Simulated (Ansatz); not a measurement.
# SrB4 (built on the sites of a database entry of SrIn4): a soft mode frozen in

Which phase does SrB4 (built on the sites of a database entry of SrIn4) fall into along its unstable mode, and how much energy does it gain?

Program: Ansatz 0.2.0. Level of theory: DFT PBEsol, scalar-relativistic, plane waves, PAW. Results are calculated unless marked as measured.

The structure was built from a prototype and need not be the compound's stable phase.

### Step 1. Set-up

It takes space group I4/mmm (No. 139, tetragonal). Conventional cell: a = 3.146 Å, b = 3.146 Å, c = 10.522 Å, α = 90.00°, β = 90.00°, γ = 90.00°. Nearest to Sr lie 16 B at 2.83 to 3.06 Å and 4 Sr at 3.15 Å. B has 8 B at 1.80 to 2.22 Å and 4 Sr at 3.06 Å nearest. Nearest to B lie 8 B at 1.80 to 2.84 Å and 4 Sr at 2.83 Å. Farther neighbours are not listed.

### Step 2. Phonons on a q mesh

The cell comes from relaxations at this level that are not shown. Stability and thermal properties need the whole zone. Linear response on a 2×2×2 q mesh gives force constants as far as a supercell of that size would.

File input.yaml:

```yaml
crystal:
  lattice:
    - [-1.5728358157, 1.5728358157, 5.2610765084]
    - [1.5728358157, -1.5728358157, 5.2610765084]
    - [1.5728358157, 1.5728358157, -5.2610765084]
  atoms:
    - { symbol: Sr, position: [0.0, 0.0, 0.0] }
    - { symbol: B, position: [0.25, 0.75, 0.5] }
    - { symbol: B, position: [0.75, 0.25, 0.5] }
    - { symbol: B, position: [0.3339941831, 0.3339941831, 0.0] }
    - { symbol: B, position: [0.6660058169, 0.6660058169, 0.0] }
kpoints:
  mp_grid: { grid: [16, 16, 16] }
hamiltonian:
  xc: pbesol
scf:
  occupations: { method: methfessel_paxton, width: 0.2 }
output:
  eigenvalues: true
phonons:
  method: dfpt
  qmesh: [2, 2, 2]
  temperatures: { t_max: 1000, t_step: 50 }
  qpath:
    path:
      - [[0.0, 0.0, 0.0], [0.0, 0.0, 0.5], [0.25, 0.25, 0.25], [0.0, 0.5, 0.0], [0.0, 0.0, 0.0], [0.5, 0.5, -0.5], [0.27234383, 0.72765617, -0.27234383]]
      - [[-0.27234383, 0.27234383, 0.27234383], [0.0, 0.0, 0.0]]
      - [[0.0, 0.0, 0.5], [-0.04468765, 0.04468765, 0.5]]
      - [[0.5, 0.5, -0.04468765], [0.5, 0.5, -0.5]]
    npoints: 10
```

On the command line:

```bash
$ ansatz run input.yaml --threads 8 --pin off --max-ram 14336MiB --backend cpu --events-out ev --progress --plain --runs-dir out
```

Numbers of over 12 decimals in the logs are rounded to 6 here.

The log of the run:

```text
Warning: phonons: the dynamical matrix that this run interpolates holds no multipole term above the dipole-dipole one, and a site of this crystal is no centre of inversion, so its interpolated transverse optical and acoustic branches and sound speeds can stay off near Gamma, and the density of states and the thermodynamics with them. What a run solves at a wave vector of phonons.qpoints, Gamma apart, where the deck admits one, is free of this, and under fd what a larger phonons.supercell samples
Engine: ansatz 0.2.0, aarch64-unknown-linux-gnu
Pseudopotentials: kind: paw
Pseudopotential: Sr, paw, valence charge 10, recommended cutoff 420 eV (normal), Sr.paw.azcp
Pseudopotential: B, paw, valence charge 3, recommended cutoff 420 eV (normal), B.paw.azcp
Functional definition: PBEsol
  exchange = pbesol_x
  correlation = pbesol_c
Crystal: 5 atoms, lattice volume = 52.060 Å³
Basis set: ecut = 420 eV, 1037 PW (Γ), exchange–correlation on 80×80×80 points (8 copies of the dense FFT grid, shifted against one another)
Bands: 16, of which v1, the nominal top of the filled ones, is band 11 counted from 1 (10 counted from 0)
Symmetry: 16 space group operations
k-points: 349 of 4096
Non-local potential: Sr, projectors of the file, l = 0: 3, l = 1: 2, l = 2: 2
Non-local potential: B, projectors of the file, l = 0: 2, l = 1: 2, l = 2: 1
PAW form: soft (Blöchl's): semilocal exchange-correlation on the pseudo side does not see the compensation charge
PAW frozen core: Sr, regenerated for the run's functional, and the local potential with it (the file was generated under x = pbe(κ = 0.804, μ = 0.219515), c = pbe(β = 0.066725))
PAW frozen core: B, regenerated for the run's functional, and the local potential with it (the file was generated under x = pbe(κ = 0.804, μ = 0.219515), c = pbe(β = 0.066725))
PAW one-centre angular grid: Sr, 110 points (default); XC on 64 Gauss nodes
PAW one-centre angular grid: B, 110 points (default); XC on 64 Gauss nodes
Initial density: superposition of atomic densities (neutral atoms: chi_scale 0, normalization atom), corrected by the library's trained network
Initial wavefunctions: pseudopotential atomic-orbital guess
Functional: x = pbesol(κ = 0.804, μ = 0.123457), c = pbesol(β = 0.046)
SCF iter   1: F=—  HF=-4101.566248 eV  |F-HF|=—  |Δ(HF+E_count)|=         —  Δρ=5.47e-3  dr2=1.52e-2  ethr=1.77e-3  ⟨swp⟩=7.1  Hψ=37408  notcnv=0
preconditioner: auto → Kerker (q_TF=auto, 2.363 Å⁻¹)  [metal: Δε(μ)=0.002 eV  Ē_g=12.641 eV  σ=0.200 eV  W_gap=0.01  n_scr=10 (ndim 8)  ℏωp=23.0 eV  f_vac=0.000  D(μ)=2.05/eV (n_scr^D=12)]
SCF iter   2: F=—  HF=-4101.564058 eV  |F-HF|=—  |Δ(HF+E_count)|=   2.19e-3  S|Δr|=    0.00e0  Δρ=3.13e-3  dr2=5.86e-3  ethr=6.91e-5  ⟨swp⟩=2.4  Hψ=11187  notcnv=0
SCF iter   3: F=—  HF=-4101.562783 eV  |F-HF|=—  |Δ(HF+E_count)|=   1.28e-3  S|Δr|=    0.00e0  Δρ=4.42e-4  dr2=7.84e-5  ethr=2.66e-5  ⟨swp⟩=2.5  Hψ=7882  notcnv=0
SCF iter   4: F=—  HF=-4101.562797 eV  |F-HF|=—  |Δ(HF+E_count)|=   1.43e-5  S|Δr|=    0.00e0  Δρ=1.67e-4  dr2=1.16e-5  ethr=3.57e-7  ⟨swp⟩=2.1  Hψ=7994  notcnv=0
SCF iter   5: F=—  HF=-4101.562798 eV  |F-HF|=—  |Δ(HF+E_count)|=   1.09e-6  S|Δr|=    0.00e0  Δρ=2.43e-5  dr2=3.04e-7  ethr=5.26e-8  ⟨swp⟩=2.6  Hψ=8958  notcnv=0
SCF iter   6: F=—  HF=-4101.562798 eV  |F-HF|=—  |Δ(HF+E_count)|=   5.04e-7  S|Δr|=    0.00e0  Δρ=6.02e-6  dr2=2.03e-8  ethr=1.38e-9  ⟨swp⟩=2.5  Hψ=9119  notcnv=0
SCF iter   7: F=—  HF=-4101.562798 eV  |F-HF|=—  |Δ(HF+E_count)|=   3.85e-9  S|Δr|=    0.00e0  Δρ=1.00e-6  dr2=8.02e-10  ethr=9.21e-11  ⟨swp⟩=2.7  Hψ=9340  notcnv=0
SCF iter   8: F=—  HF=-4101.562798 eV  |F-HF|=—  |Δ(HF+E_count)|=  8.19e-12  S|Δr|=    0.00e0  Δρ=2.35e-7  dr2=5.49e-11  ethr=3.64e-12  ⟨swp⟩=2.5  Hψ=9294  notcnv=0
SCF iter   9: F=-4101.562798 eV  HF=-4101.562798 eV  |F-HF|=7.28e-12  |Δ(HF+E_count)|=  9.09e-13  S|Δr|=    0.00e0  Δρ=6.47e-8  dr2=9.81e-12  ethr=1.00e-12  ⟨swp⟩=7.1  Hψ=27492  notcnv=0
the search or the solves at the SCF's close seem to have found levels that the self-consistency loop had missed (the run counts 1). By its estimate they hold under 1e-12 electrons; where the run keeps them, the occupations were computed again with them
SCF 1 converged in 9 iterations: F = -4101.562798 eV  dr2 = 9.81e-12
  greatest PAW one-centre occupation: 0.987 electrons in one spin orbital (limit 2), on the Sr atom at site 0 (counted from 0), in its partial waves of l = 0
Initial density: read from a saved state, or passed on in memory by an earlier SCF of this step, an earlier step, the calling program or the single point that the run made first
iter 1 solved again at ethr=2.45e-6 eV; its pass at ethr=3.10e-3 eV (dr2=5.40e-4 eV) is discarded
SCF iter   1: F=—  HF=-4101.562798 eV  |F-HF|=—  |Δ(HF+E_count)|=         —  Δρ=1.87e-6  dr2=1.05e-9  ethr=2.45e-6  ⟨swp⟩=3.3  Hψ=53178  notcnv=0
eigensolver tolerance schedule: the retry pair's looser diagonalisation over-reported the residual by 512821.12 of it (diagonalisation noise at an unbounded share of the residual, at the tolerance the schedule requests for it); recorded, not acted on — ethr = c·dr2/N_el stays at c = 1.0e-1
preconditioner: auto → Kerker (q_TF=auto, 2.363 Å⁻¹)  [metal: Δε(μ)=0.002 eV  Ē_g=12.649 eV  σ=0.200 eV  W_gap=0.01  n_scr=10 (ndim 8)  ℏωp=23.0 eV  f_vac=0.000  D(μ)=2.04/eV (n_scr^D=12)]
SCF iter   2: F=—  HF=-4101.562798 eV  |F-HF|=—  |Δ(HF+E_count)|=   2.42e-7  S|Δr|=    0.00e0  Δρ=8.62e-7  dr2=2.16e-10  ethr=4.78e-12  ⟨swp⟩=4.7  Hψ=17739  notcnv=0
SCF iter   3: F=—  HF=-4101.562798 eV  |F-HF|=—  |Δ(HF+E_count)|=  2.55e-11  S|Δr|=    0.00e0  Δρ=5.88e-7  dr2=9.77e-11  ethr=1.00e-12  ⟨swp⟩=1.0  Hψ=5584  notcnv=0
SCF iter   4: F=—  HF=-4101.562798 eV  |F-HF|=—  |Δ(HF+E_count)|=  2.18e-11  S|Δr|=    0.00e0  Δρ=2.80e-7  dr2=2.38e-11  ethr=1.00e-12  ⟨swp⟩=1.0  Hψ=5584  notcnv=0
SCF iter   5: F=-4101.562798 eV  HF=-4101.562798 eV  |F-HF|=2.73e-12  |Δ(HF+E_count)|=  5.46e-12  S|Δr|=    0.00e0  Δρ=1.48e-7  dr2=6.81e-12  ethr=1.00e-12  ⟨swp⟩=3.7  Hψ=18514  notcnv=0
SCF 2 converged in 5 iterations: F = -4101.562798 eV  dr2 = 6.81e-12
phonons: the bands overlap, so this run is a metal and interpolates without the dipole-dipole term. If the crystal is really an insulator or semiconductor, its LO-TO splitting is missing
NSCF: frozen V_eff on 349 k-points
WARN: eigensolver did not converge in 47 slots of this pass, the one above among them; of largest residual over every band (k=241): 1 band(s) unlocked (lowest unlocked band 15, counted from 0; max residual 8.30e-5 eV among the unlocked bands, 8.30e-5 eV over every band); of lowest unlocked band (k=8): band 15
NSCF: frozen V_eff on 621 k-points
DFPT response loops at q = (0, 0, 0) (fractional): preconditioner auto → Kerker (q_TF=auto, 2.363 Å⁻¹) (partly filled bands, converged f_vac=0.000); β = 1.00, the filter's whole step (`scf.mixing.beta` (0.50) is not read by the response loops under this deck's `scf.mixing.preconditioner`; to damp them name `kerker` or `kerker_dos`, under which they read `scf.mixing.beta`, and type it under 1.00, their step now; both keys bind the ground state too); Broyden in place of MSR1
NSCF: frozen V_eff on 2196 k-points
DFPT response loops at q = (0, 0, -0.5) (fractional): mixed as the last ones told, above
NSCF: frozen V_eff on 2196 k-points
DFPT response loops at q = (0, -0.5, 0) (fractional): mixed as the last ones told, above
NSCF: frozen V_eff on 1242 k-points
DFPT response loops at q = (-0.5, -0.5, -0.5) (fractional): mixed as the last ones told, above
SCF converged after 9 iterations
Stability not checked: this state was not tested for a lower state beside it, because cold or Methfessel-Paxton smearing, or corrected tetrahedra, fill the levels in a way that the test cannot read (fill_not_monotonic; see scf.lower_state_search)
Free energy (F): -4101.562798 eV
Harris-Foulkes:  -4101.562798 eV  (|F-HF|=7.28e-12)
Internal energy: -4101.561867 eV  (E = F + TS)
E sigma→0 (E₀):  -4101.562565 eV
Entropy (-TS):   -0.000930 eV (-0.186 meV/atom)
Fermi energy:    11.236916 eV
--- Per-component energies (eV) ---
  E_band       = -2.358244
  E_kinetic    = 441.971197
  E_local      = -563.998318  (includes V_loc(G=0)·N_el)
  E_nonlocal   = 248.815184
  E_hartree    = 119.302770
  E_xc         = -300.927321
  E_vxc        = -315.827393  (∫ρ·V_xc dr)
  E_paw        = -2945.986565  (= ΣΔE_a)
  E_vpaw       = -51.924453  (= ΣTr[D̂ρ^β])
  E_aug_tail   = -0.000014  (compensation charges beyond the density's cutoff)
  E_ewald      = -1100.931991
  E_core_change = 0.193191  (= ΣΔE_core)
  E_smearing   = -0.000930  (= −TS)
  E_closure    = -0.000000  (closes the sum)
  Σ components = -4101.562798   (vs F -4101.562798, Δ=0.00e0)
--- Band table (eV; the first three rows and the last of 349) ---
  k-point 0: bands = [... 7 lower, 6.0054, 7.3542, 11.8692, 11.8718, 12.5150, 12.9726, 12.9726, 15.4009, ... 1 higher]
  k-point 1: bands = [... 7 lower, 5.8867, 7.5343, 11.4801, 12.2398, 12.5913, 12.7185, 13.3641, 15.5361, ... 1 higher]
  k-point 2: bands = [... 7 lower, 5.6767, 8.0071, 10.7789, 11.6044, 13.0638, 13.1954, 14.1425, 15.8621, ... 1 higher]
  k-point 348: bands = [... 7 lower, 6.1467, 10.2392, 10.8688, 10.9749, 12.0865, 12.5131, 12.5131, 14.2898, ... 1 higher]
--- Phonons (Γ-DFPT): 6 representative perturbations + reference (Σ response iterations 18) ---
  ASR residual: 2.099e-5 → 0.000e0 eV/Å²; symmetrization residual: 5.684e-7 eV/Å²
  ASR residual per site (eV/Å²): 2.10e-5 9.99e-6 9.99e-6 3.74e-6 3.74e-6
  Γ frequencies (cm⁻¹): -449.69 -449.69 0.00 0.00 0.00 212.24 230.80 230.80 254.97 596.42 634.60 667.47 667.47 747.59 747.59
--- Phonons (arbitrary-q DFPT): 4 irreducible q on the 2×2×2 mesh ---
  q = [0.0000, 0.0000, 0.0000] (star 1, of the zone-centre solve; hermiticity 9.99e-8, symmetrization 9.52e-15): -449.69 -449.69 -0.00 0.00 0.00 212.24 230.80 230.80 254.97 596.42 634.60 667.47 667.47 747.59 747.59
  q = [0.0000, 0.0000, -0.5000] (star 2, 6 solved perturbations in 5157 linear systems a pass and spin channel, the states on 1098 of 4096 k-point pairs; hermiticity 2.82e-7, symmetrization 1.11e-7): 61.18 149.11 160.39 180.59 182.64 406.72 414.17 555.18 557.32 569.86 571.20 602.74 625.00 684.60 687.96
  q = [0.0000, -0.5000, 0.0000] (star 4, 9 solved perturbations on 1098 of 4096 k-point pairs; hermiticity 1.54e-6, symmetrization 7.68e-7): -275.58 -244.91 66.17 118.12 154.20 254.25 283.94 329.07 353.55 582.85 599.94 672.03 687.54 688.27 694.79
  q = [-0.5000, -0.5000, -0.5000] (star 1, 6 solved perturbations in 2910 linear systems a pass and spin channel, the states on 621 of 4096 k-point pairs; hermiticity 1.03e-7, symmetrization 7.45e-14): -459.53 -459.53 128.45 128.48 128.48 190.74 194.47 194.47 265.86 578.78 662.74 662.74 687.17 749.06 749.06
  sum rule: each row above includes the acoustic sum rule's correction from the zone centre's row sums; it moved no ω² by more than (0.50 cm⁻¹)²
  mesh force constants: q→R imaginary residual 1.35e-17; ASR residual 2.099e-5 → 0.000e0 eV/Å²; symmetrization residual 7.105e-15 eV/Å²
  interpolated dispersion: 94 rows × 15 modes
  density of states and harmonic sums: on the 20×20×28 q-mesh, interpolated from the force constants of a 2×2×2 supercell (no non-analytic term)
  largest difference from the sums on the solved wave vectors: F 4.93e-2 eV, S 5.87e-5 and C_V 2.16e-5 eV/K
  zero-point energy: 0.344946 eV/cell   skipped modes (ω ≤ 0): 4670, of them read as no rigid motion or as one in doubt: 4667 (1.757e0 modes/cell left out, lowest -459.53 cm⁻¹)   left out of the sums: 1.17e-1 of the cell's modes: C_V's classical limit lies that fraction below 3 k_B per atom; for a crystal, a wire or a layer, F and S can be off by more, and a phonons.interpolated_qmesh denser along its periods is the remedy for the sampling
```

Wall time 6.2 min (8 threads of Arm Neoverse V1, shared host); peak memory 2.5 GiB; 48 min of CPU time.

The column dr2 measures how far the density is from self-consistency, as an energy; F and HF (Harris–Foulkes) agree once it is small.

This step gave:

- volume per atom: 10.41 Å³
- gap on the k-mesh: 0 eV
- sum-rule residual before enforcement: 2.10e-5 eV/Å²
- lowest frequency on the path: -459.5 cm⁻¹
- point group: 4/mmm
- highest frequency on the path or at a solved wavevector: 751.9 cm⁻¹
- highest optical mode at the zone centre (no LO-TO term): 747.6 cm⁻¹
- lowest optical zone-centre mode: -449.7 cm⁻¹
- lowest mode on the q mesh (acoustic modes at Γ apart): -459.5 cm⁻¹

Frequencies (cm⁻¹) solved at each irreducible wavevector; negative means imaginary. Frequencies by wavevector, by row:

| q in reciprocal lattice units | star | mode 1 | mode 2 | mode 3 | mode 4 | mode 13 | mode 14 | mode 15 |
| --- | --- | --- | --- | --- | --- | --- | --- | --- |
| 0 0 0 | 1 | -449.7 | -449.7 | 0 | 0 | 667.5 | 747.6 | 747.6 |
| 0 0 -0.5 | 2 | 61.2 | 149.1 | 160.4 | 180.6 | 625 | 684.6 | 688 |
| 0 -0.5 0 | 4 | -275.6 | -244.9 | 66.2 | 118.1 | 687.5 | 688.3 | 694.8 |
| -0.5 -0.5 -0.5 | 1 | -459.5 | -459.5 | 128.4 | 128.5 | 687.2 | 749.1 | 749.1 |

Interpolated from a 2×2×2 q mesh, rough between the solved points. Phonon branches along the path, in cm⁻¹:

| point | branch 1 | branch 2 | branch 3 | branch 4 | branch 12 | branch 13 | branch 14 | branch 15 |
| --- | --- | --- | --- | --- | --- | --- | --- | --- |
| Γ | -450 | -450 | 0 | 0 | 668 | 668 | 748 | 748 |
| halfway | -252 | 102 | 107 | 131 | 668 | 684 | 707 | 723 |
| X | 61 | 149 | 160 | 181 | 603 | 625 | 685 | 688 |
| halfway | 66 | 139 | 164 | 179 | 600 | 627 | 685 | 688 |
| P | 71 | 130 | 172 | 172 | 598 | 629 | 686 | 686 |
| halfway | -105 | -102 | 116 | 148 | 640 | 661 | 695 | 697 |
| N | -276 | -245 | 66 | 118 | 672 | 688 | 688 | 695 |
| halfway | -401 | -191 | -51 | 99 | 670 | 679 | 728 | 736 |
| Γ | -450 | -450 | 0 | 0 | 668 | 668 | 748 | 748 |
| halfway | -455 | -455 | 81 | 81 | 665 | 667 | 748 | 748 |
| M | -460 | -460 | 128 | 128 | 663 | 687 | 749 | 749 |
| halfway | -415 | -251 | 87 | 116 | 667 | 672 | 732 | 747 |
| S | -290 | -230 | 76 | 118 | 664 | 685 | 698 | 698 |
| jump to S0 | -290 | -230 | 76 | 118 | 664 | 685 | 698 | 698 |
| halfway | -392 | -114 | -74 | 106 | 672 | 680 | 725 | 731 |
| Γ | -450 | -450 | 0 | 0 | 668 | 668 | 748 | 748 |
| jump to X | 61 | 149 | 160 | 181 | 603 | 625 | 685 | 688 |
| halfway | 60 | 142 | 165 | 180 | 603 | 627 | 685 | 688 |
| R | 57 | 129 | 172 | 180 | 603 | 632 | 688 | 688 |
| jump to G′ | 57 | 129 | 172 | 180 | 603 | 632 | 688 | 688 |
| halfway | -294 | -63 | 34 | 139 | 664 | 680 | 725 | 728 |
| M | -460 | -460 | 128 | 128 | 663 | 687 | 749 | 749 |

Symmetry leaves 4 wavevectors to solve. The lowest mode among them, the acoustic zeros apart, lies at q = (-0.5, -0.5, -0.5) and is imaginary, 459.5i cm⁻¹, so the energy falls along it.

### Step 3. The mode frozen in, largest atomic shift 0 Å

The mode followed lies at q = (-0.5, -0.5, -0.5) with frequency 459.5i cm⁻¹ and is 2-fold degenerate, the softest among the wavevectors solved. At small amplitude the distorted cell has space group no. 59 by a symmetry search on the positions. The undistorted cell that holds it gives the zero of energy on the same k mesh.

System of this step: SrB4 (built on the sites of a database entry of SrIn4). Symmetry: I4/mmm, No. 139, tetragonal system. Conventional cell: a = 3.146 Å, b = 3.146 Å, c = 10.522 Å, α = 90.00°, β = 90.00°, γ = 90.00°. Sr has 16 B at 2.83 to 3.06 Å and 4 Sr at 3.15 Å nearest. Nearest to B lie 8 B at 1.80 to 2.22 Å and 4 Sr at 3.06 Å. Nearest to B lie 8 B at 1.80 to 2.84 Å and 4 Sr at 2.83 Å. Farther neighbours are not listed.

File input.yaml:

```yaml
crystal:
  lattice:
    - [0.0, -3.1456716314, 0.0]
    - [-3.1456716314, 0.0, 0.0]
    - [0.0, 0.0, -10.5221530169]
  atoms:
    - { symbol: Sr, position: [0.5, 0.5, 0.5] }
    - { symbol: Sr, position: [1.0, 1.0, 0.0] }
    - { symbol: B, position: [0.5, 1.0, 0.25] }
    - { symbol: B, position: [0.0, 0.5, 0.75] }
    - { symbol: B, position: [1.0, 0.5, 0.25] }
    - { symbol: B, position: [0.5, 0.0, 0.75] }
    - { symbol: B, position: [0.5, 0.5, 0.1660058169] }
    - { symbol: B, position: [1.0, 1.0, 0.6660058169] }
    - { symbol: B, position: [0.0, 0.0, 0.3339941831] }
    - { symbol: B, position: [0.5, 0.5, 0.8339941831] }
kpoints:
  mp_grid: { grid: [12, 12, 4] }
hamiltonian:
  xc: pbesol
scf:
  occupations: { method: methfessel_paxton, width: 0.2 }
output:
  forces: true
  stress: true
  eigenvalues: true
```

The log of the run:

```text
[...]
Crystal: 10 atoms, lattice volume = 104.119 Å³
Basis set: ecut = 420 eV, 2051 PW (Γ), exchange–correlation on 48×48×144 points (8 copies of the dense FFT grid, shifted against one another)
Bands: 32, of which v1, the nominal top of the filled ones, is band 22 counted from 1 (21 counted from 0)
Symmetry: 32 space group operations
[...]
k-points: 84 of 576
[...]
k-point 0: bands = [... 18 lower, 10.8693, 10.9766, 11.8632, 11.8811, 12.0989, 12.5197, 12.5197, 12.5305, ... 6 higher]
  k-point 1: bands = [... 18 lower, 11.0332, 11.4833, 11.7227, 12.2114, 12.3637, 12.4481, 12.5863, 12.5863, ... 6 higher]
  k-point 2: bands = [... 18 lower, 11.2027, 11.2027, 12.2475, 12.2475, 12.7487, 12.7487, 12.7487, 12.7487, ... 6 higher]
  k-point 83: bands = [... 18 lower, 7.5249, 7.5249, 7.7345, 7.7345, 10.7130, 10.7130, 16.0294, 16.0294, ... 6 higher]
[key lines of the parts left out:]
SCF converged after 6 iterations
Free energy (F): -8203.128269 eV
Fermi energy:    11.239999 eV
P = ⅓ Tr σ = 0.0727 GPa (0.727 kbar)
```

It took 2.4 s on 8 threads; peak memory 0.61 GiB; 17 s of CPU time.

This step gave:

```yaml
pressure: 0.07268 GPa
energy_from_the_undistorted_cell: 0 meV/atom
```

The run ends at a pressure of 0.07 GPa, with forces up to 0.053 eV/Å.

(Part 1 of 2 ends here.)

[Logs are printed without paths, hosts, clocks, repeated set-up lines and the standing remarks that a program may print on its own settings, such as how far it seeks lower states.]

[Hosts, paths, dates, database ids (printed as entryN), source tags and the programs' standing remarks are cut or masked in the printed files.]
